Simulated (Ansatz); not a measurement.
# Li on Ta(100): change of the work function, part 3 of 5

Wanted: Δφ(θ) for Li/Ta(100), starting from the hollow site.

Ansatz 0.2.0; plane-wave DFT, LDA, Ansatz PAW (the session's first sound run).

So far, work function, upper face (eV): step 2 (the clean slab) 3.98; step 3 (46 atoms, coverage 0.111 ML, cell 3x3) 3.72.

**4. Adsorbate added, k-mesh 5×5×1, coverage 0.25 ML**

System of this step: Li/Ta(100). The cell holds 21 atoms: 20 Ta and 1 Li. Its edges and angles: a = 6.620 Å, b = 6.620 Å, c = 26.306 Å, α = 90.0°, β = 90.0°, γ = 90.0°. Vacuum lies along c.

Another coverage, to see how the dipoles act on each other as their distance changes.

Input file input.yaml:

```yaml
crystal:
  lattice:
    - [6.62, 0.0, 0.0]
    - [0.0, 6.62, 0.0]
    - [0.0, 0.0, 26.3055893984]
  atoms:
    - { symbol: Ta, position: [0.0, 0.0, 0.3421326116] }
    - { symbol: Ta, position: [0.25, 0.25, 0.4050469974] }
    - { symbol: Ta, position: [0.0, 0.0, 0.4651227798] }
    - { symbol: Ta, position: [0.25, 0.25, 0.5274061293] }
    - { symbol: Ta, position: [0.0, 0.0, 0.5789230301] }
    - { symbol: Ta, position: [0.0, 0.5, 0.3421326116] }
    - { symbol: Ta, position: [0.25, 0.75, 0.4050469974] }
    - { symbol: Ta, position: [0.0, 0.5, 0.4651227798] }
    - { symbol: Ta, position: [0.25, 0.75, 0.5274061293] }
    - { symbol: Ta, position: [0.0, 0.5, 0.5789230301] }
    - { symbol: Ta, position: [0.5, 0.0, 0.3421326116] }
    - { symbol: Ta, position: [0.75, 0.25, 0.4050469974] }
    - { symbol: Ta, position: [0.5, 0.0, 0.4651227798] }
    - { symbol: Ta, position: [0.75, 0.25, 0.5274061293] }
    - { symbol: Ta, position: [0.5, 0.0, 0.5789230301] }
    - { symbol: Ta, position: [0.5, 0.5, 0.3421326116] }
    - { symbol: Ta, position: [0.75, 0.75, 0.4050469974] }
    - { symbol: Ta, position: [0.5, 0.5, 0.4651227798] }
    - { symbol: Ta, position: [0.75, 0.75, 0.5274061293] }
    - { symbol: Ta, position: [0.5, 0.5, 0.5789230301] }
    - { symbol: Li, position: [0.25, 0.25, 0.6578673884] }
kpoints:
  mp_grid: { grid: [5, 5, 1] }
hamiltonian:
  xc: lda
scf:
  occupations: { method: fermi_dirac, width: 0.1 }
  convergence: { dr2_threshold: 1.0e-08 }
efield:
  axis: 3
  dipole_correction: true
  ramp_position: 0.97
  ramp_width: 0.06
relax:
  f_tol: 0.02
  max_steps: 60
  constraints: [{ sites: [0, 1, 5, 6, 10, 11, 15, 16] }]
output:
  bader: true
  dos: { projected: true, e_range: [-8, 4] }
  write_potential: true
  write_density: true
  volumetric_format: npy
  elf: true
```

Launch:

```sh
> ansatz run input.yaml --threads 8 --pin off --max-ram 12288MiB --backend cpu --events-out ev --progress --plain --runs-dir out
```

Numbers of over 12 decimals in the logs are rounded to 6 here.

The program printed:

```text
[...]
Crystal: 21 atoms, lattice volume = 1152.827 Å³
Basis set: ecut = 420 eV, 22551 PW (Γ)
Bands: 158, of which v1, the nominal top of the filled ones, is band 132 counted from 1 (131 counted from 0)
Symmetry: 8 space group operations
[...]
k-points: 6 of 25
[...]
SCF iter   1: F=—  HF=-193837.910313 eV  |F-HF|=—  |Δ(HF+E_count)|=         —  Δρ=7.15e-3  dr2=5.62e0  ethr=1.77e-3  p=0.289 e·Å  D=4.54e-2 V/Å  ΔV_dip=-1.19 eV  dr2_dipole=4.37e-2  V_vac-E_F(+/−)=3.21/4.40 eV  ⟨swp⟩=13.5  Hψ=5187  notcnv=0
[...]
SCF iter  10: F=-193837.572389 eV  HF=-193837.572389 eV  |F-HF|=1.54e-9  |Δ(HF+E_count)|=   1.16e-9  Δρ=2.58e-7  dr2=2.14e-9  ethr=3.80e-12  p=0.248 e·Å  D=3.89e-2 V/Å  ΔV_dip=-1.02 eV  dr2_dipole=5.50e-12  V_vac-E_F(+/−)=3.17/4.19 eV  ⟨swp⟩=14.3  Hψ=6870  notcnv=0
SCF 1 converged in 10 iterations: F = -193837.572389 eV  dr2 = 2.14e-9
[...]
relax step   1: F+E_penalty+E_count = -193837.57238896 eV  Δ(F+E_penalty+E_count) = +0.000e0 eV  max|allowed force component| = 2.443e-1 eV/Å  Δτ_max = 0.0000 Å  (10 SCF iters, accepted)
[...]
SCF iter  10: F=-193837.633228 eV  HF=-193837.633228 eV  |F-HF|=9.60e-10  |Δ(HF+E_count)|=  7.86e-10  Δρ=1.52e-7  dr2=1.09e-9  ethr=3.80e-12  p=0.204 e·Å  D=3.20e-2 V/Å  ΔV_dip=-0.84 eV  dr2_dipole=8.82e-11  V_vac-E_F(+/−)=3.34/4.18 eV  ⟨swp⟩=12.5  Hψ=6710  notcnv=0
SCF 2 converged in 10 iterations: F = -193837.633228 eV  dr2 = 1.09e-9
[...]
relax step   2: F+E_penalty+E_count = -193837.63322837 eV  Δ(F+E_penalty+E_count) = -6.084e-2 eV  max|allowed force component| = 1.860e-1 eV/Å  Δτ_max = 0.1542 Å  (10 SCF iters, accepted)
SCF iter   1: F=—  HF=-193837.651299 eV  |F-HF|=—  |Δ(HF+E_count)|=         —  Δρ=2.25e-3  dr2=2.21e-1  ethr=2.10e-3  p=0.204 e·Å  D=3.20e-2 V/Å  ΔV_dip=-0.84 eV  dr2_dipole=5.55e-3  V_vac-E_F(+/−)=3.36/4.20 eV  ⟨swp⟩=4.2  Hψ=1651  notcnv=0
[...]
SCF iter   9: F=-193837.641872 eV  HF=-193837.641872 eV  |F-HF|=1.60e-9  |Δ(HF+E_count)|=   8.24e-9  Δρ=3.67e-7  dr2=3.20e-9  ethr=3.80e-12  p=0.177 e·Å  D=2.78e-2 V/Å  ΔV_dip=-0.73 eV  dr2_dipole=7.37e-10  V_vac-E_F(+/−)=3.45/4.18 eV  ⟨swp⟩=12.7  Hψ=7234  notcnv=0
SCF 3 converged in 9 iterations: F = -193837.641872 eV  dr2 = 3.20e-9
relax step   3: F+E_penalty+E_count = -193837.64187162 eV  Δ(F+E_penalty+E_count) = -8.643e-3 eV  max|allowed force component| = 1.399e-1 eV/Å  Δτ_max = 0.1818 Å  (9 SCF iters, accepted)
SCF iter   1: F=—  HF=-193837.653880 eV  |F-HF|=—  |Δ(HF+E_count)|=         —  Δρ=1.14e-3  dr2=4.96e-2  ethr=2.02e-4  p=0.177 e·Å  D=2.78e-2 V/Å  ΔV_dip=-0.73 eV  dr2_dipole=4.21e-4  V_vac-E_F(+/−)=3.45/4.18 eV  ⟨swp⟩=3.2  Hψ=2026  notcnv=0
[...]
SCF iter   9: F=-193837.649489 eV  HF=-193837.649489 eV  |F-HF|=4.13e-9  |Δ(HF+E_count)|=   2.07e-9  Δρ=2.72e-7  dr2=4.11e-9  ethr=3.80e-12  p=0.192 e·Å  D=3.02e-2 V/Å  ΔV_dip=-0.79 eV  dr2_dipole=8.20e-11  V_vac-E_F(+/−)=3.39/4.18 eV  ⟨swp⟩=9.3  Hψ=6007  notcnv=0
SCF 4 converged in 9 iterations: F = -193837.649489 eV  dr2 = 4.11e-9
relax step   4: F+E_penalty+E_count = -193837.64948872 eV  Δ(F+E_penalty+E_count) = -7.617e-3 eV  max|allowed force component| = 1.883e-2 eV/Å  Δτ_max = 0.0874 Å  (9 SCF iters, accepted)
[...]
SCF converged after 9 iterations
Free energy (F): -193837.649489 eV
[...]
Internal energy: -193837.003805 eV  (E = F + TS)
E sigma→0 (E₀):  -193837.326647 eV
Entropy (-TS):   -0.645684 eV (-30.747 meV/atom)
Fermi energy:    3.395737 eV
Dipole field:    D = 0.030192 V/Å  (p = 0.192350 e·Å, saw-weighted, corrected)
Work function:   Φ+ = 3.3908 eV   Φ− = 4.1850 eV
[...]
--- Forces (eV/Å), atoms counted from 1 ---
  atom   1  Ta    -0.00152742    -0.00152742     2.08652749
  atom   2  Ta     0.00000000     0.00000000    -2.08590698
  atom   3  Ta     0.00518545     0.00518545    -0.00658442
  atom   4  Ta     0.00000000     0.00000000    -0.01084376
  atom   5  Ta    -0.00367443    -0.00367443     0.00943816
  atom   6  Ta    -0.00152742     0.00152742     2.08652749
  atom   7  Ta    -0.00000000     0.00000000    -2.06263513
  atom   8  Ta     0.00518545    -0.00518545    -0.00658442
  atom   9  Ta    -0.00000000     0.00000000    -0.01883359
  atom  10  Ta    -0.00367443     0.00367443     0.00943816
  atom  11  Ta     0.00152742    -0.00152742     2.08652749
  atom  12  Ta     0.00000000     0.00000000    -2.06263513
  atom  13  Ta    -0.00518545     0.00518545    -0.00658442
  atom  14  Ta     0.00000000     0.00000000    -0.01883359
  atom  15  Ta     0.00367443    -0.00367443     0.00943816
  atom  16  Ta     0.00152742     0.00152742     2.08652749
  atom  17  Ta    -0.00000000     0.00000000    -2.08316312
  atom  18  Ta    -0.00518545    -0.00518545    -0.00658442
  atom  19  Ta    -0.00000000     0.00000000    -0.00585987
  atom  20  Ta     0.00367443     0.00367443     0.00943816
  atom  21  Li     0.00000000     0.00000000    -0.00986941
  max |Σ_I F_I| component: 1.06e-3 eV/Å
--- Band table (eV; the first three rows and the last of 6) ---
  k-point 0: bands = [... 128 lower, 3.2616, 3.3660, 3.5939, 3.8339, 3.8339, 3.8424, 3.9143, 4.0703, ... 22 higher]
  k-point 1: bands = [... 128 lower, 3.2080, 3.2963, 3.3903, 3.4720, 3.7119, 3.8068, 3.9226, 3.9517, ... 22 higher]
  k-point 2: bands = [... 128 lower, 3.2019, 3.2501, 3.3401, 3.4182, 3.5330, 3.5838, 3.7019, 3.7905, ... 22 higher]
  k-point 5: bands = [... 128 lower, 2.6572, 2.6758, 2.8085, 2.8468, 3.1682, 3.6089, 3.6154, 3.7473, ... 22 higher]
--- Relaxed structure (4 steps of the walk, 4 accepted, 0 SCFs on fresh bases) ---
  F+E_penalty+E_count = -193837.64948872 eV   max|allowed force component| = 1.883e-2 eV/Å
  atoms:
    - { symbol: Ta, position: [0.0, 0.0, 0.3421326116] }
    - { symbol: Ta, position: [0.250000, 0.250000, 0.405047] }
    - { symbol: Ta, position: [0.00241096, 0.00241096, 0.465028] }
    - { symbol: Ta, position: [0.250000, 0.250000, 0.531762] }
    - { symbol: Ta, position: [-0.00875034, -0.00875034, 0.579017] }
    - { symbol: Ta, position: [0.0, 0.500000, 0.3421326116] }
    - { symbol: Ta, position: [0.250000, 0.750000, 0.405047] }
    - { symbol: Ta, position: [0.00241096, 0.497589, 0.465028] }
    - { symbol: Ta, position: [0.250000, 0.750000, 0.527125] }
    - { symbol: Ta, position: [-0.00875034, 0.508750, 0.579017] }
    - { symbol: Ta, position: [0.500000, 0.0, 0.3421326116] }
    - { symbol: Ta, position: [0.750000, 0.250000, 0.405047] }
    - { symbol: Ta, position: [0.497589, 0.00241096, 0.465028] }
    - { symbol: Ta, position: [0.750000, 0.250000, 0.527125] }
    - { symbol: Ta, position: [0.508750, -0.00875034, 0.579017] }
    - { symbol: Ta, position: [0.500000, 0.500000, 0.3421326116] }
    - { symbol: Ta, position: [0.750000, 0.750000, 0.405047] }
    - { symbol: Ta, position: [0.497589, 0.497589, 0.465028] }
    - { symbol: Ta, position: [0.750000, 0.750000, 0.524634] }
    - { symbol: Ta, position: [0.508750, 0.508750, 0.579017] }
    - { symbol: Li, position: [0.250000, 0.250000, 0.648417] }
--- Bader charges: 21 sites ---
  site symbol  charge [e]  shift [e]
     0     Ta     -0.1065     0.0000
     1     Ta      0.0136     0.0000
     2     Ta      0.1576     0.0000
     3     Ta     -0.0571     0.0001
     4     Ta     -0.2735     0.0004
     5     Ta     -0.1065     0.0000
     6     Ta      0.0443     0.0000
     7     Ta      0.1576     0.0000
     8     Ta      0.0035     0.0001
     9     Ta     -0.2735     0.0004
    10     Ta     -0.1065     0.0000
    11     Ta      0.0444     0.0000
    12     Ta      0.1576     0.0000
    13     Ta      0.0035     0.0001
    14     Ta     -0.2735     0.0004
    15     Ta     -0.1065     0.0000
    16     Ta      0.0452     0.0000
    17     Ta      0.1577     0.0000
    18     Ta     -0.0188     0.0002
    19     Ta     -0.2735     0.0004
    20     Li      0.8109     0.0012
  estimated error of the sums over rays = 1.1e-3 e
```

Wall time 1.9 min (8 threads of Arm Neoverse V2, shared host); peak memory 5 GiB.

Step by step:

```csv
step,energy less that of the first step (eV),largest force component (eV/Å)
1,0.0000,0.2443
2,-0.0608,0.1860
3,-0.0695,0.1399
4,-0.0771,0.0188
```

The run keeps the 8 symmetry operations that it works with, so distortions that break them were not tested.

The atoms that moved most (Å):

```csv
atom,dx,dy,dz,length
Li21,0.000,0.000,-0.249,0.249
Ta4,0.000,0.000,0.115,0.115
Ta5,-0.058,-0.058,0.002,0.082
Ta15,0.058,-0.058,0.002,0.082
Ta10,-0.058,0.058,0.002,0.082
Ta20,0.058,0.058,0.002,0.082
Ta19,0.000,0.000,-0.073,0.073
Ta3,0.016,0.016,-0.002,0.023
```

The relaxed structure:

```cif
data_structure
_symmetry_space_group_name_H-M 'P 1'
_symmetry_Int_Tables_number 1
_cell_length_a 6.6200
_cell_length_b 6.6200
_cell_length_c 26.3056
_cell_angle_alpha 90.000
_cell_angle_beta 90.000
_cell_angle_gamma 90.000
_cell_volume 1152.83
loop_
_atom_site_label
_atom_site_type_symbol
_atom_site_fract_x
_atom_site_fract_y
_atom_site_fract_z
_atom_site_occupancy
Ta1 Ta 0.00000 0.00000 0.34213 1
Ta2 Ta 0.25000 0.25000 0.40505 1
Ta3 Ta 0.00241 0.00241 0.46503 1
Ta4 Ta 0.25000 0.25000 0.53176 1
Ta5 Ta 0.99125 0.99125 0.57902 1
Ta6 Ta 0.00000 0.50000 0.34213 1
Ta7 Ta 0.25000 0.75000 0.40505 1
Ta8 Ta 0.00241 0.49759 0.46503 1
Ta9 Ta 0.25000 0.75000 0.52713 1
Ta10 Ta 0.99125 0.50875 0.57902 1
Ta11 Ta 0.50000 0.00000 0.34213 1
Ta12 Ta 0.75000 0.25000 0.40505 1
Ta13 Ta 0.49759 0.00241 0.46503 1
Ta14 Ta 0.75000 0.25000 0.52713 1
Ta15 Ta 0.50875 0.99125 0.57902 1
Ta16 Ta 0.50000 0.50000 0.34213 1
Ta17 Ta 0.75000 0.75000 0.40505 1
Ta18 Ta 0.49759 0.49759 0.46503 1
Ta19 Ta 0.75000 0.75000 0.52463 1
Ta20 Ta 0.50875 0.50875 0.57902 1
Li21 Li 0.25000 0.25000 0.64842 1
```

This step gave:

```
energy at zero smearing        : -193837.3266 eV
work function, upper face      : 3.391 eV
work function, lower face      : 4.185 eV
dipole along the normal        : 0.1923 e·Å
step between the vacuum levels : -0.7942 eV
```

The density of states has structure finer than the step of the table below, so its rows give means over 0.25 eV, whole bins alone (the curve runs from -8 to 1.98 eV). Peaks (eV: height): -2.530: 60.3, -1.860: 39.8, -1.770: 44.1, -1.590: 55.1, -1.320: 59.6, 0.390: 43.8, 0.600: 39.6.

The density of states by energy, zero at the Fermi level; means over each step:

```csv
energy (eV),density of states (states/eV a cell)
-7.75,0
-7.50,0.558
-7.25,1.28
-7.00,1.21
-6.75,2.13
-6.50,1.39
-6.25,0.841
-6.00,0.725
-5.75,4.84
-5.50,1.75
-5.25,5.04
-5.00,1.86
-4.75,8.41
-4.50,4.01
-4.25,10.3
-4.00,16.0
-3.75,15.6
-3.50,15.9
-3.25,17.6
-3.00,22.1
-2.75,13.7
-2.50,19.2
-2.25,10.8
-2.00,13.4
-1.75,27.0
-1.50,27.1
-1.25,32.4
-1.00,26.9
-0.75,28.7
-0.50,26.4
-0.25,22.1
0.00,14.2
0.25,21.7
0.50,31.4
0.75,24.0
1.00,22.9
1.25,14.6
1.50,20.7
1.75,19.5
```

Projected DOS per atom over height of the atomic layer and energy from the Fermi level. Layers: Ta4 Ta4 Ta4 Ta4 Ta4 Li from below.

Ten even steps from '_' (0.00 states/eV) to '@' (2.62 states/eV), each cell a mean:
```
++..--..==..
==......==..
**::::::##__
@@----::++..
==::::::--__
**====--++..
**======**__
**++**++++__
--==--====__
::--..::::__
--==--==--__
----------__
::------::__
..::--::..__
__......____
____________
____________
____________
____________
____________
____________
____________
```
Columns: height of the atomic layer (Å) from 9 to 17.1 (not evenly spaced); rows upwards: energy from the Fermi level (eV) from -7.96 to 1.95.

ELF in the ca plane at fractional y = 0.250, with atoms of Ta and Li within 0.2 Å of it. It is the smooth field of the valence electrons, not physical close to the nuclei.

Ten even steps from '0' (0.00 × 1e-1) to '9' (9.89 × 1e-1), each cell a mean:
```
23455432345444322355433333322100000000000000
34454222224543222234433332221100000000000000
44542356632442366532444332211000000000000000
55431563552332553641344432211000000000000000
55431551552222642551244432210000000000000000
45532466642332566632344332211000000000000000
34553234323443234323443332211000000000000000
33455321234444211245433333221100000000000000
22355543455434433455433334332110000000000000
23455432345444332345544443322110000000000000
34454222224443222224555310001110000000000000
45542356632442256632454112000000000000000000
55531463552331463561242179500000000000000000
55431551552231452461242299600000000000000000
45532466642342366652353046200000000000000000
44553234323443234323555200000100000000000000
33455321234444321235555432122110000000000000
22355543455434433455433444332110000000000000
```
Columns run along c (16.0 Å, from fractional 0.31 to 0.92 of the cell), rows up along a (6.6 Å). Atoms in or near the plane, at fractional coordinates: Ta at (0.41, 0.25), Ta at (0.53, 0.25), Ta at (0.41, 0.75), Ta at (0.53, 0.75), Li at (0.65, 0.25).

Electrostatic potential energy in the ca plane at fractional y = 0.250, with atoms of Ta and Li within 0.2 Å of it. With pseudopotentials it is smooth inside the atoms' cores, unlike the true potential.

Values in eV, 10 rows by 16 columns, each cell a mean:
```
  5   4  -1   2   5   0   1   5   7   7   7   7   7   7   7   7
  7   0 -34 -16   2 -28 -24   5   8   8   7   7   7   7   7   7
  8  -3 -49 -28   0 -42 -37   4   8   8   7   7   7   7   7   7
  6   2 -23  -9   3 -18 -15   5   7   7   7   7   7   7   7   7
  5   5   3   4   5   3   3   5   6   7   7   7   7   7   7   7
  5   4  -1   2   5   1   0   5   5   4   6   7   7   7   7   7
  7   0 -34 -16   4 -24 -28   3  -2  -7   4   6   7   7   7   7
  8  -3 -49 -28   2 -37 -42   1 -10 -19   3   6   7   7   7   7
  6   2 -23  -9   4 -15 -18   4   1  -2   5   6   7   7   7   7
  5   5   3   4   5   4   3   5   5   5   6   7   7   7   7   7
```
Columns run along c (16.0 Å, from fractional 0.31 to 0.92 of the cell; values clipped at the 3rd and 97th percentile), rows up along a (6.6 Å). Atoms in or near the plane, at fractional coordinates: Ta at (0.41, 0.25), Ta at (0.53, 0.25), Ta at (0.41, 0.75), Ta at (0.53, 0.75), Li at (0.65, 0.25).

Valence density in the ca plane at fractional y = 0.250, with atoms of Ta and Li within 0.2 Å of it. It is the smooth field of the valence electrons, not physical close to the nuclei.

Ten steps, logarithmic in the rise over the least value, from '0' (0.0 e/Å³) to '9' (5.4 e/Å³), each cell a mean:
```
12333333333333333333322110000000000000000000
12233445543333455543321100000000000000000000
12233578864334688753321100000000000000000000
12234799974335899974221100000000000000000000
12234799985335899974221100000000000000000000
12234689874334799863221100000000000000000000
12233467654334567643321100000000000000000000
12333344433333344433322110000000000000000000
12333333333333333333322110000000000000000000
12333333333333333333322110000000000000000000
12233445543333445543322111000000000000000000
12233578864333578864322244100000000000000000
12234799974334799984322489500000000000000000
12234799985334799985322599500000000000000000
12234689874334689974322367300000000000000000
12233467654333467654322211000000000000000000
12333344433333334443322111000000000000000000
12333333333333333333322110000000000000000000
```
Columns run along c (16.0 Å, from fractional 0.31 to 0.92 of the cell), rows up along a (6.6 Å). Atoms in or near the plane, at fractional coordinates: Ta at (0.41, 0.25), Ta at (0.53, 0.25), Ta at (0.41, 0.75), Ta at (0.53, 0.75), Li at (0.65, 0.25).

The relaxation took 4 steps and lowered the energy by 0.077 eV; the largest force on the free atoms ends at 0.019 eV/Å.

By hand: a sheet of dipoles makes a step −p/(ε₀A) in the electron's potential. With e/ε₀ = 180.95 V·Å, p = 0.1923 e·Å and A = 43.82 Å², that is −180.95 × (0.1923) / 43.82 = -0.794 eV, and the two vacuum levels of the run differ by -0.794 eV.

The covered face has 3.39 eV, -0.59 eV against the clean one; the bare back face has moved by -0.01 eV, a measure of how thin the slab is.

**5. Adsorbate added, k-mesh 5×5×1, coverage 0.5 ML**

System of this step: Li/Ta(100). The cell holds 22 atoms: 20 Ta and 2 Li. Its edges and angles: a = 6.620 Å, b = 6.620 Å, c = 26.306 Å, α = 90.0°, β = 90.0°, γ = 90.0°. Vacuum lies along c.

Another coverage, to see how the dipoles act on each other as their distance changes.

Changes to input.yaml since step 4:

```diff
@@ -27,2 +27,3 @@
     - { symbol: Li, position: [0.25, 0.25, 0.6578673884] }
+    - { symbol: Li, position: [0.75, 0.75, 0.6578673884] }
 kpoints:
@@ -49,2 +50 @@
   volumetric_format: npy
-  elf: true
```

The program printed:

```text
[...]
Crystal: 22 atoms, lattice volume = 1152.827 Å³
Basis set: ecut = 420 eV, 22551 PW (Γ)
Bands: 160, of which v1, the nominal top of the filled ones, is band 133 counted from 1 (132 counted from 0)
Symmetry: 16 space group operations
[...]
k-points: 6 of 25
[...]
2     Ta      0.1529     0.0000
     3     Ta     -0.0578     0.0002
     4     Ta     -0.4451     0.0007
     5     Ta     -0.1059     0.0000
     6     Ta      0.0465     0.0000
     7     Ta      0.1529     0.0000
[...]
18     Ta     -0.0578     0.0002
    19     Ta     -0.4451     0.0007
    20     Li      0.8016     0.0012
    21     Li      0.8016     0.0012
  estimated error of the sums over rays = 1.1e-3 e
[key lines of the parts left out:]
SCF converged after 7 iterations
Free energy (F): -194039.721184 eV
Fermi energy:    3.612897 eV
Dipole field:    D = 0.045422 V/Å  (p = 0.289383 e·Å, saw-weighted, corrected)
Work function:   Φ+ = 2.9875 eV   Φ− = 4.1824 eV
```

The job ended after 1.9 min (8 threads; peak memory 5 GiB; 15 min of CPU time).

Step by step:

```csv
step,energy less that of the first step (eV),largest force component (eV/Å)
1,0.0000,0.2442
2,-0.0343,0.1984
3,-0.0496,0.0876
4,-0.0513,0.0055
```

Forces are held to the 16 operations that the run works with; a distortion that breaks them can't arise in this run.

The atoms that moved most (Å):

```csv
atom,dx,dy,dz,length
Li21,0.000,0.000,-0.166,0.166
Li22,0.000,0.000,-0.166,0.166
Ta4,0.000,0.000,0.024,0.024
Ta19,0.000,0.000,0.024,0.024
Ta14,0.000,0.000,-0.015,0.015
Ta9,0.000,0.000,-0.015,0.015
Ta8,0.000,0.000,-0.007,0.007
Ta3,0.000,0.000,-0.007,0.007
```

The relaxed structure:

```xyz
22
Lattice="6.6200 0.0000 0.0000 0.0000 6.6200 0.0000 0.0000 0.0000 26.3056" Properties=species:S:1:pos:R:3
Ta    0.0000    0.0000    9.0000
Ta    1.6550    1.6550   10.6550
Ta    0.0000    0.0000   12.2280
Ta    1.6550    1.6550   13.8975
Ta    0.0000    0.0000   15.2279
Ta    0.0000    3.3100    9.0000
Ta    1.6550    4.9650   10.6550
Ta    0.0000    3.3100   12.2280
Ta    1.6550    4.9650   13.8582
Ta    0.0000    3.3100   15.2279
Ta    3.3100    0.0000    9.0000
Ta    4.9650    1.6550   10.6550
Ta    3.3100    0.0000   12.2280
Ta    4.9650    1.6550   13.8582
Ta    3.3100    0.0000   15.2279
Ta    3.3100    3.3100    9.0000
Ta    4.9650    4.9650   10.6550
Ta    3.3100    3.3100   12.2280
Ta    4.9650    4.9650   13.8975
Ta    3.3100    3.3100   15.2279
Li    1.6550    1.6550   17.1400
Li    4.9650    4.9650   17.1400
```

The relaxation took 4 steps and lowered the energy by 0.051 eV; the largest force on the free atoms ends at 0.0055 eV/Å.

The covered face has 2.99 eV, -1.00 eV against the clean one; the bare back face has moved by -0.01 eV, a measure of how thin the slab is.

(Part 3 of 5 ends here.)

[Logs are printed without paths, hosts, clocks, repeated set-up lines and the standing remarks that a program may print on its own settings, such as how far it seeks lower states.]

[Hosts, paths, dates, database ids (printed as entryN), source tags and the programs' standing remarks are cut or masked in the printed files.]

[Maps of the electrostatic potential energy from Ansatz leave out the sawtooth potential of an applied field or a dipole correction, so their vacuum need not be flat; planar profiles and work functions include it.]

[The density of states shown here was stored with 400 of the rows of the run's finer table, so its peaks can read low, often by over a quarter, or be missed, and its means over a window can be off by a tenth or more.]
